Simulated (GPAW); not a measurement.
# How the form of the self-energy moves the gap of CsH (Fm-3m)

Wanted: the gap of CsH (Fm-3m) under several approximations, with cost.

Method: LDA and many-body steps on it, plane waves, in GPAW 26.7.0.

The database entry behind the starting cell differs from later determinations by our own check (0.1 to 0.3 % short, probably kX units), so it need not match the best structure at ambient conditions.

### 1. Set-up

The structure is cubic, space group Fm-3m (No. 225). The conventional cell has a = 6.376 Å, b = 6.376 Å, c = 6.376 Å, α = 90.00°, β = 90.00°, γ = 90.00°. Nearest to Cs lie 6 H at 3.19 Å. Nearest to H lie 6 Cs at 3.19 Å. Farther neighbours are not listed.

Structure file:

```
Cs H
1.0
     0.00000    3.18800    3.18800
     3.18800    0.00000    3.18800
     3.18800    3.18800    0.00000
Cs H
1 1
Direct
  0.00000 0.00000 0.00000
  0.50000 0.50000 0.50000
```

The cell and positions come from the Crystallography Open Database and are kept as given unless a step says otherwise. Spin-orbit coupling is left out unless a step names it.

### 2. Empty states on the mesh, 4×4×4 mesh, 426 bands

This step: GPAW 26.7.0; DFT, LDA, plane waves, PAW.

The sums over transitions need many empty states on a uniform mesh; this step solves for them.

run.py reads:

```python
import json
import numpy as np
from gpaw.mpi import world
from gpaw import GPAW

calc = GPAW('gs.gpw').fixed_density(kpts={'size': (4, 4, 4), 'gamma': True},
    parallel={'domain': 1, 'band': 1},
    txt='nscf.txt')
calc.diagonalize_full_hamiltonian(nbands=426)
calc.write('full.gpw', mode='all')
res = {}
kpts = calc.get_ibz_k_points()
res['kpts'] = kpts
res['eigenvalues'] = [calc.get_eigenvalues(kpt=k) for k in range(len(kpts))]
res['n_electrons'] = calc.get_number_of_electrons()

if world.rank == 0:
    with open('result.json', 'w') as f:
        json.dump(res, f, default=lambda x: x.tolist())
```

Command:

```
> mpirun -n 4 gpaw python run.py
```

Numbers of over 12 decimals in the logs are rounded to 6 here.

The program printed:

```text
Diagonalizing LCAO Hamiltonian
Converting LCAO to pw mode
convergence criteria:
- Maximum integral of absolute [eigenst]ate change: 4e-08 eV^2 / valence electron
maximum number of iterations: 100

SCF iterations
|iter     |     time |      energy | eigst |  dens |
|iter:   1|  |             | +2.03 |       |
|iter:   2|  |             | +0.61 |       |
|iter:   3|  |             | -0.19 |       |
|iter:   4|  |             | -1.75 |       |
|iter:   5|  |             | -3.39 |       |
|iter:   6|  |             | -5.32 |       |
|iter:   7|  |             | -6.83 |       |
|iter:   8|  |             | -7.41c|       |
SCF steps: 8
  __  _  _
 | _ |_)|_||  |
 |__||  | ||/\| - 26.7.0

Input parameters:
  mode=PW(ecut=600.0),
  convergence={'density': 1e-06, 'bands': -3},
  gpts=array([27, 27, 27]),
  kpts=MonkhorstPack(size=(4, 4, 4), gamma=True),
  maxiter=100,
  nbands=12,
  occupations=Occupations(name='fermi-dirac', width=0.001, fixmagmom=False),
  parallel={'domain': 1, 'band': 1},
  xc=XC(name='LDA')
Matrix size: 2141x2141
# Writing to full.gpw (mode='all')
  [... matrices ...]

timing:  # [seconds]
  Total: 17.786  # ━━━━━━━━━━━━━━━━━━━━━━━━━━━━━━━━━━━━━━━━━━━━━━━━━━━━━━━━━━
```

Wall time 21 s (4 MPI ranks of Arm Neoverse V2, shared host); peak memory 2.2 GiB; 82 s of CPU time.

This step gave:

```
gap                                                           : 1.945 eV
k of the valence top                                          : 0.5, 0.5, 0.5
k of the conduction bottom                                    : 0.5, 0.5, 0.5
least direct gap                                              : 1.945 eV
k points computed                                             : 8
lowest point of the top converged band, above the valence top : 191.3753 eV
```

On this mesh the gap is 1.945 eV.

### 3. G0W0, Godby-Needs plasmon pole

Now the one-shot GW correction: screening in the RPA, then the self-energy of the levels asked for.

This step: G0W0 on LDA, plane waves, PAW.

run.py reads:

```python
import json
import numpy as np
from gpaw.mpi import world
from gpaw.response.g0w0 import G0W0

gw = G0W0('full.gpw',
    filename='gw',
    kpts=[0, 7],
    bands=(3, 7),
    ecut=120,
    nbands=193,
    integrate_gamma='WS',
    ppa=True)
gw.calculate()
res = {mode: {k: v for k, v in r.items() if k != 'sigma_eskwn'}
       for mode, r in gw.all_results.items()}

if world.rank == 0:
    with open('result.json', 'w') as f:
        json.dump(res, f, default=lambda x: x.tolist())
```

Command:

```
> mpirun -n 4 gpaw python run.py
```

The program printed:

```text
Using integrator: PointIntegrator
FrequencyGridDescriptor(from 0.000+0.000j to 0.000+27.211j eV, 2 points)
Nonperiodic BCs:  [False False False]
Using integrator: PointIntegrator
FrequencyGridDescriptor(from 0.000+0.000j to 0.000+27.211j eV, 2 points)
Nonperiodic BCs:  [False False False]
  ___  _ _ _
 |   || | | |
 | | || | | |
 |__ ||_____|
 |___|

BZ k-points: Symmetries present (total): 48

  [... matrices ...]
64 k-points: 4 x 4 x 4 Monkhorst-Pack grid + [1/8,1/8,1/8]
8 k-points in the irreducible part of the Brillouin zone
       k-points in crystal coordinates                weights
   0:     0.00000000    0.00000000    0.00000000          1/64
   1:     0.25000000    0.25000000    0.00000000          6/64
   2:     0.25000000    0.25000000    0.25000000          8/64
   3:     0.50000000    0.25000000   -0.25000000          6/64
   4:     0.50000000    0.25000000    0.25000000         12/64
   5:     0.50000000    0.50000000    0.00000000          3/64
   6:     0.50000000    0.50000000    0.25000000         24/64
   7:     0.50000000    0.50000000    0.50000000          4/64

Distributing spins, k-points and bands (1 x 2 x 4) over 4 processes
Number of blocks: 1

Quasi particle states:
k-points (IBZ indices): [0, 7]
Band range: (3, 7)
  [... matrices ...]
Computational parameters:
Plane wave cut-off: 120 eV
Number of bands: 193
Coulomb cutoff: None
Broadening: 0.1 eV

fxc modes: GW
Kernel: RPA
Using Godby-Needs plasmon-pole approximation:
  Fitting energy: i*E0, E0 = 1.000 Hartree
Summing all q:

Calculating screened Coulomb potential
No Coulomb truncation
FrequencyGridDescriptor(from 0.000+0.000j to 0.000+27.211j eV, 2 points)
Removing empty qpoint cache files...

Calculating chi0 body with:
    Ground state adapter containing:
    Number of spins: 1
    Number of kpoints: 64
    Number of irreducible kpoints: 8
    Number of completely occupied states: 5
    Number of partially occupied states: 5
    Occupied states memory: 1.501694 M / cpu

    Linear response parametrization:
    q_c: [0.0, 0.0, 0.0]
    Number of frequency points: 2
    Planewave cutoff: 120.0
    Number of bands: 193
    Number of planewaves: 181
    Broadening (eta): 1e-06
    comm.size: 4
    kncomm.size: 4
    blockcomm.size: 1

    Memory estimate of potentially large arrays:
        chi0_wGG: 0.999786 M / cpu
Integrating chi0 body.

Symmetries of q_c:
    Direct symmetries (Uq -> q): 48
    Indirect symmetries (TUq -> q): 0
In total 48 allowed symmetries.

  [... matrices ...]
8 groups of equivalent kpoints. 87.5% reduction.

Integral kind: response function
Integrating chi0 head and wings.

Symmetries of q_c:
    Direct symmetries (Uq -> q): 48
    Indirect symmetries (TUq -> q): 0
In total 48 allowed symmetries.

  [... matrices ...]
8 groups of equivalent kpoints. 87.5% reduction.

Integral kind: response function wings

Calculating chi0 body with:
    Ground state adapter containing:
    Number of spins: 1
    Number of kpoints: 64
    Number of irreducible kpoints: 8
    Number of completely occupied states: 5
    Number of partially occupied states: 5
    Occupied states memory: 1.501694 M / cpu

[... the further q-points ...]

Results:
f:      Occupation numbers
eps:     KS-eigenvalues [eV]
vxc:     KS vxc [eV]
exx:     Exact exchange [eV]
sigma:   Self-energies [eV]
dsigma:  Self-energy derivatives
Z:       Renormalization factors
qp:      QP-energies [eV]

k-point 0 (0): (0.000, 0.000, 0.000)                GW
band       f     eps     vxc     exx   sigma  dsigma       Z      qp
                                                                   GW
   3   1.000  -5.287 -17.429 -21.627   2.131  -0.242   0.805  -6.951
   4   1.000   0.753  -9.039 -12.489   1.568  -0.267   0.790  -0.733
   5   0.000   7.624  -9.184  -4.245  -3.583  -0.199   0.834   8.754
   6   0.000   7.624  -9.184  -4.245  -3.583  -0.199   0.834   8.754

k-point 1 (7): (0.500, 0.500, 0.500)                GW
band       f     eps     vxc     exx   sigma  dsigma       Z      qp
                                                                   GW
   3   1.000  -5.384 -17.260 -21.483   2.142  -0.243   0.804  -7.057
   4   1.000   2.622 -10.854 -14.036   1.300  -0.262   0.792   1.131
   5   0.000   4.567  -7.650  -3.578  -3.128  -0.183   0.845   5.365
   6   0.000   7.188  -9.015  -4.374  -3.397  -0.193   0.838   8.230
```

It took 56 s on 4 MPI ranks; peak memory 1.3 GiB.

Numbers from this step:

```
G0W0 gap on the points computed              : 4.235 eV
least direct G0W0 gap on the computed points : 4.235 eV
Z at the valence top                         : 0.7925
Z at the conduction bottom                   : 0.8455
starting gap on the mesh                     : 1.945 eV
k of the valence top                         : 0.5, 0.5, 0.5
k of the conduction bottom                   : 0.5, 0.5, 0.5
```

The gap on the mesh goes from 1.95 eV to 4.23 eV, a correction of +2.29 eV.

### 4. One-shot HSE06

This step: one-shot HSE06 levels on LDA orbitals, plane waves, PAW.

run.py reads:

```python
import json
import numpy as np
from gpaw.mpi import world
from gpaw.hybrids.eigenvalues import non_self_consistent_eigenvalues

dft, vxc, vxc_hyb = non_self_consistent_eigenvalues('full.gpw', 'HSE06', 3, 7, kpt_indices=[0, 7])
res = {'dft': dft[0], 'hybrid': (dft - vxc + vxc_hyb)[0]}
if world.rank == 0:
    with open('hybrid.txt', 'w') as f:
        for k, e0, e1 in zip([0, 7], res['dft'], res['hybrid']):
            print(k, ' '.join(f'{x:9.4f}' for x in e0), '|', ' '.join(f'{x:9.4f}' for x in e1), file=f)

if world.rank == 0:
    with open('result.json', 'w') as f:
        json.dump(res, f, default=lambda x: x.tolist())
```

Command:

```
> mpirun -n 4 gpaw python run.py
```

The program printed:

```text
IBZ(<points: 8, symmetries: 48>)
Occupied bands: 5
Transforming wave functions from IBZ to BZ: 0.023 seconds
Distributing wave functions and iFFT-ing to real space: 0.102 seconds
Calculating eigenvalues:
  k-points: 2
  Bands: 3-6 (inclusive)
  Seconds: 0.304 (wave-function broadcasting: 0.005 seconds)
HSE06-eigenvalue shifts:
  min: -0.771 eV
  ave: 0.040 eV
  max: 0.844 eV
```

It took 2.7 s on 4 MPI ranks; peak memory 0.82 GiB; 10 s of CPU time.

Numbers from this step:

```yaml
starting_gap_on_the_mesh: 1.945 eV
hybrid_gap_on_the_mesh: 3.381 eV
least_direct_hybrid_gap_on_the_computed_points: 3.381 eV
```

### 5. G0W0, extrapolated in the cutoff

This step: G0W0 on LDA, plane waves, PAW.

run.py reads:

```python
import json
import numpy as np
from gpaw.mpi import world
from gpaw.response.g0w0 import G0W0

gw = G0W0('full.gpw',
    filename='gw',
    kpts=[0, 7],
    bands=(3, 7),
    ecut=200.0,
    integrate_gamma='WS',
    ppa=True,
    ecut_extrapolation=True)
gw.calculate()
res = {mode: {k: v for k, v in r.items() if k != 'sigma_eskwn'}
       for mode, r in gw.all_results.items()}

if world.rank == 0:
    with open('result.json', 'w') as f:
        json.dump(res, f, default=lambda x: x.tolist())
```

Command:

```
> mpirun -n 4 gpaw python run.py
```

The program printed:

```text
Using integrator: PointIntegrator
FrequencyGridDescriptor(from 0.000+0.000j to 0.000+27.211j eV, 2 points)
Nonperiodic BCs:  [False False False]
Using integrator: PointIntegrator
FrequencyGridDescriptor(from 0.000+0.000j to 0.000+27.211j eV, 2 points)
Nonperiodic BCs:  [False False False]
  ___  _ _ _
 |   || | | |
 | | || | | |
 |__ ||_____|
 |___|

BZ k-points: Symmetries present (total): 48

  [... matrices ...]
64 k-points: 4 x 4 x 4 Monkhorst-Pack grid + [1/8,1/8,1/8]
8 k-points in the irreducible part of the Brillouin zone
       k-points in crystal coordinates                weights
   0:     0.00000000    0.00000000    0.00000000          1/64
   1:     0.25000000    0.25000000    0.00000000          6/64
   2:     0.25000000    0.25000000    0.25000000          8/64
[...]
6:     0.50000000    0.50000000    0.25000000         24/64
   7:     0.50000000    0.50000000    0.50000000          4/64

Distributing spins, k-points and bands (1 x 2 x 4) over 4 processes
Number of blocks: 1

Quasi particle states:
k-points (IBZ indices): [0, 7]
Band range: (3, 7)
  [... matrices ...]
Computational parameters:
Extrapolating to infinite plane wave cut-off using points at:
  172.355 eV
  184.896 eV
  200.000 eV
Number of bands: 416
Coulomb cutoff: None
Broadening: 0.1 eV

fxc modes: GW
Kernel: RPA
Using Godby-Needs plasmon-pole approximation:
  Fitting energy: i*E0, E0 = 1.000 Hartree
Summing all q:

Calculating screened Coulomb potential
No Coulomb truncation
FrequencyGridDescriptor(from 0.000+0.000j to 0.000+27.211j eV, 2 points)
Removing empty qpoint cache files...

Calculating chi0 body with:
    Ground state adapter containing:
    Number of spins: 1
    Number of kpoints: 64
    Number of irreducible kpoints: 8
[...]
chi0_wGG: 5.155060 M / cpu
Integrating chi0 body.

Symmetries of q_c:
    Direct symmetries (Uq -> q): 48
    Indirect symmetries (TUq -> q): 0
In total 48 allowed symmetries.

  [... matrices ...]
8 groups of equivalent kpoints. 87.5% reduction.

Integral kind: response function
Integrating chi0 head and wings.

Symmetries of q_c:
    Direct symmetries (Uq -> q): 48
    Indirect symmetries (TUq -> q): 0
In total 48 allowed symmetries.

  [... matrices ...]
8 groups of equivalent kpoints. 87.5% reduction.

Integral kind: response function wings

Calculating chi0 body with:
    Ground state adapter containing:
    Number of spins: 1
    Number of kpoints: 64
    Number of irreducible kpoints: 8
    Number of completely occupied states: 5
    Number of partially occupied states: 5
    Occupied states memory: 1.501694 M / cpu

    Linear response parametrization:
[... the further q-points ...]
Extrapolating selfenergy to infinite energy cutoff:
  Performing linear fit to 3 points
  Warning: Bad quality of linear fit for some (n,k).
           Higher cutoff might be necessary.
  Minimum R^2 = 0.0116. (R^2 Should be close to 1)
  [... matrices ...]
Results:
f:      Occupation numbers
eps:     KS-eigenvalues [eV]
vxc:     KS vxc [eV]
exx:     Exact exchange [eV]
sigma:   Self-energies [eV]
dsigma:  Self-energy derivatives
Z:       Renormalization factors
qp:      QP-energies [eV]

k-point 0 (0): (0.000, 0.000, 0.000)                GW
band       f     eps     vxc     exx   sigma  dsigma       Z      qp
                                                                   GW
   3   1.000  -5.287 -17.429 -21.627   1.713  -0.246   0.802  -7.281
   4   1.000   0.753  -9.039 -12.489   1.413  -0.249   0.800  -0.877
   5   0.000   7.624  -9.184  -4.245  -3.707  -0.204   0.831   8.647
[...]
k-point 1 (7): (0.500, 0.500, 0.500)                GW
band       f     eps     vxc     exx   sigma  dsigma       Z      qp
                                                                   GW
[...]
5   0.000   4.567  -7.650  -3.578  -3.216  -0.183   0.845   5.290
   6   0.000   7.188  -9.015  -4.374  -3.510  -0.194   0.837   8.135
```

The job ended after 9.7 min (4 MPI ranks; peak memory 1.8 GiB).

This step gave:

* quasiparticle gap on the points computed: 4.344 eV
* least direct quasiparticle gap on the computed points: 4.344 eV
* Z at the valence top: 0.7910
* Z at the conduction bottom: 0.8452
* starting gap on the mesh: 1.945 eV
* k of the valence top: 0.5, 0.5, 0.5
* k of the conduction bottom: 0.5, 0.5, 0.5
* gaps at the cutoffs of the extrapolation: 4.283, 4.289, 4.295 eV

Against G0W0 in GPAW (4×4×4 mesh, 193 bands, screening to 120 eV, Godby-Needs plasmon pole), the gap moves by +0.109 eV.

### 6. One-shot PBE0

This step: one-shot PBE0 levels on LDA orbitals, plane waves, PAW.

run.py reads:

```python
import json
import numpy as np
from gpaw.mpi import world
from gpaw.hybrids.eigenvalues import non_self_consistent_eigenvalues

dft, vxc, vxc_hyb = non_self_consistent_eigenvalues('full.gpw', 'PBE0', 3, 7, kpt_indices=[0, 7])
res = {'dft': dft[0], 'hybrid': (dft - vxc + vxc_hyb)[0]}
if world.rank == 0:
    with open('hybrid.txt', 'w') as f:
        for k, e0, e1 in zip([0, 7], res['dft'], res['hybrid']):
            print(k, ' '.join(f'{x:9.4f}' for x in e0), '|', ' '.join(f'{x:9.4f}' for x in e1), file=f)

if world.rank == 0:
    with open('result.json', 'w') as f:
        json.dump(res, f, default=lambda x: x.tolist())
```

Command:

```
> mpirun -n 4 gpaw python run.py
```

The program printed:

```text
IBZ(<points: 8, symmetries: 48>)
Occupied bands: 5
Transforming wave functions from IBZ to BZ: 0.024 seconds
Distributing wave functions and iFFT-ing to real space: 0.083 seconds
Calculating eigenvalues:
  k-points: 2
  Bands: 3-6 (inclusive)
  Seconds: 0.543 (wave-function broadcasting: 0.005 seconds)
HSE06-eigenvalue shifts:
  min: -1.250 eV
  ave: 0.004 eV
  max: 1.217 eV
```

The job ended after 2.8 s (4 MPI ranks; peak memory 0.84 GiB).

Numbers from this step:

```
starting gap on the mesh                       : 1.945 eV
hybrid gap on the mesh                         : 4.098 eV
least direct hybrid gap on the computed points : 4.098 eV
```

### 7. G0W0, full frequency, Hilbert transform

This step: G0W0 on LDA, plane waves, PAW.

run.py reads:

```python
import json
import numpy as np
from gpaw.mpi import world
from gpaw.response.g0w0 import G0W0

gw = G0W0('full.gpw',
    filename='gw',
    kpts=[0, 7],
    bands=(3, 7),
    ecut=120,
    nbands=193,
    integrate_gamma='WS',
    frequencies={'type': 'nonlinear', 'domega0': 0.1, 'omega2': 15.0},
    eta=0.1,
    nblocksmax=True)
gw.calculate()
res = {mode: {k: v for k, v in r.items() if k != 'sigma_eskwn'}
       for mode, r in gw.all_results.items()}

if world.rank == 0:
    with open('result.json', 'w') as f:
        json.dump(res, f, default=lambda x: x.tolist())
```

Command:

```
> mpirun -n 4 gpaw python run.py
```

The program printed:

```text
Using integrator: PointIntegrator
NonLinearFrequencyDescriptor(from 0.000 to 140.687 eV, 289 points)
Nonperiodic BCs:  [False False False]
Using integrator: PointIntegrator
NonLinearFrequencyDescriptor(from 0.000 to 140.687 eV, 289 points)
Nonperiodic BCs:  [False False False]
  ___  _ _ _
 |   || | | |
 | | || | | |
 |__ ||_____|
 |___|

BZ k-points: Symmetries present (total): 48

  [... matrices ...]
64 k-points: 4 x 4 x 4 Monkhorst-Pack grid + [1/8,1/8,1/8]
8 k-points in the irreducible part of the Brillouin zone
       k-points in crystal coordinates                weights
[...]
GW
   3   1.000  -5.287 -17.429 -21.627   2.013  -0.244   0.804  -7.043
   4   1.000   0.753  -9.039 -12.489   1.773  -0.411   0.709  -0.435
   5   0.000   7.624  -9.184  -4.245  -3.597  -0.301   0.768   8.654
[...]
k-point 1 (7): (0.500, 0.500, 0.500)                GW
band       f     eps     vxc     exx   sigma  dsigma       Z      qp
                                                                   GW
[...]
5   0.000   4.567  -7.650  -3.578  -3.058  -0.231   0.812   5.391
   6   0.000   7.188  -9.015  -4.374  -3.368  -0.263   0.792   8.196
```

The job ended after 95 s (4 MPI ranks; peak memory 1.7 GiB; 6.3 min of CPU time).

Numbers from this step:

- G0W0 gap on the points computed: 4.076 eV
- least direct G0W0 gap on the computed points: 4.076 eV
- starting gap on the mesh: 1.945 eV
- k of the valence top: 0.5, 0.5, 0.5
- k of the conduction bottom: 0.5, 0.5, 0.5

Against G0W0 in GPAW (4×4×4 mesh, 193 bands, screening to 120 eV, Godby-Needs plasmon pole), the gap moves by −0.159 eV.

### 8. Side by side

Times are wall times on 4 MPI ranks of Arm Neoverse V2, shared host, good to a factor of about two.

```csv
run,mesh,bands,screening cutoff (eV),DFT gap (eV),gap on the mesh (eV),direct (eV),time
"G0W0, Godby-Needs plasmon pole",4×4×4,193,120,1.945,4.235,4.235,56 s
one-shot HSE06,4×4×4,-,-,1.945,3.381,3.381,2.7 s
"G0W0, extrapolated in the cutoff",4×4×4,-,200,1.945,4.344,4.344,9.7 min
one-shot PBE0,4×4×4,-,-,1.945,4.098,4.098,2.8 s
"G0W0, full frequency, Hilbert transform",4×4×4,193,120,1.945,4.076,4.076,95 s
```

### 9. Results

* G0W0, Godby-Needs plasmon pole: 4.235 eV
* one-shot HSE06: 3.381 eV
* G0W0, extrapolated in the cutoff: 4.344 eV
* one-shot PBE0: 4.098 eV
* G0W0, full frequency, Hilbert transform: 4.076 eV
* known limits: not at the basis limit; no spin-orbit coupling

In words: One-shot HSE06: −0.853 eV against G0W0, Godby-Needs plasmon pole. G0W0, extrapolated in the cutoff: +0.109 eV against G0W0, Godby-Needs plasmon pole, at other bands or cutoff, so not like for like. One-shot PBE0: −0.137 eV against G0W0, Godby-Needs plasmon pole. G0W0, full frequency, Hilbert transform: −0.159 eV against G0W0, Godby-Needs plasmon pole. One-shot hybrid levels are evaluated on the LDA orbitals. Bands and cutoff are finite, so the gap is not at the basis limit. The miss can reach some tenths of an eV and take either sign; the mesh is an error of its own. These stock PAW sets were not made for GW. In the G0W0 runs levels were corrected at 2 k points alone, so a gap called «on the mesh» is the least over those, and an edge elsewhere would be missed. The program warns of a poor linear fit in the extrapolation of some level, so the extrapolated values are rough. The many-body steps are scalar-relativistic: spin-orbit coupling is not in them.

[Paths, hosts, dates, memory and timing lines, banners, echoed tables and standing remarks are left out of the program output.]

[Logs are printed without paths, hosts, clocks, repeated set-up lines and the standing remarks that a program may print on its own settings, such as how far it seeks lower states.]

[Runs of the session that timed out or met a known fault of the program may be left out.]

[Hosts, paths, dates, database ids (printed as entryN), source tags and the programs' standing remarks are cut or masked in the printed files.]
